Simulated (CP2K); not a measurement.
Consider formamidine at its PBE geometry (Å).

```xyz
7

N     0.1945    0.7566   -0.4679
C    -0.0731   -0.5597   -0.1497
N    -0.5601   -1.0423    0.9357
H     0.2175    1.4424    0.2811
H     0.8039    0.9523   -1.2546
H     0.1348   -1.2483   -0.9795
H    -0.7174   -0.3009    1.6348
```

Method: CP2K XAS_TDP, all-electron GAPW, PBEh(45%), aug-cc-pVTZ, TDA, no relativity.

**Question.** Where do the C K-edge lines lie, and how strong are they?

Leading lines: C2 282.44 eV. The leading line of an atom is its first one with 35 % of the strongest within 2.5 eV of its lowest line over the strength cut. 

The first six lines of each atom with a strength over 0.0015:

| atom | energy (eV) | states | strength, one atom |
| --- | --- | --- | --- |
| C2 (bonded to 2 N and H) | 282.44 | 1 | 0.0698 |
|  | 285.47 | 1 | 0.0122 |
|  | 286.03 | 1 | 0.0043 |
|  | 286.69 | 1 | 0.0031 |
|  | 287.22 | 1 | 0.0023 |
|  | 287.55 | 1 | 0.0026 |

Lines are vertical, at one geometry, with no vibrational structure. Without a correction of the core level, line positions, and the gaps between valence and Rydberg lines, follow the share of exact exchange. At this level such K lines come out 3 to 6 eV under measured ones. These values hold no scalar relativity, about 0.1 eV for C 1s. Rydberg lines, and the discretised continuum above threshold, depend on the basis and the box.

[Banner, clock and machine lines of the logs are left out without a mark of their own.]

[Logs are printed without paths, hosts, clocks, repeated set-up lines and the standing remarks that a program may print on its own settings, such as how far it seeks lower states.]

[Hosts, paths, dates, database ids (printed as entryN), source tags and the programs' standing remarks are cut or masked in the printed files.]
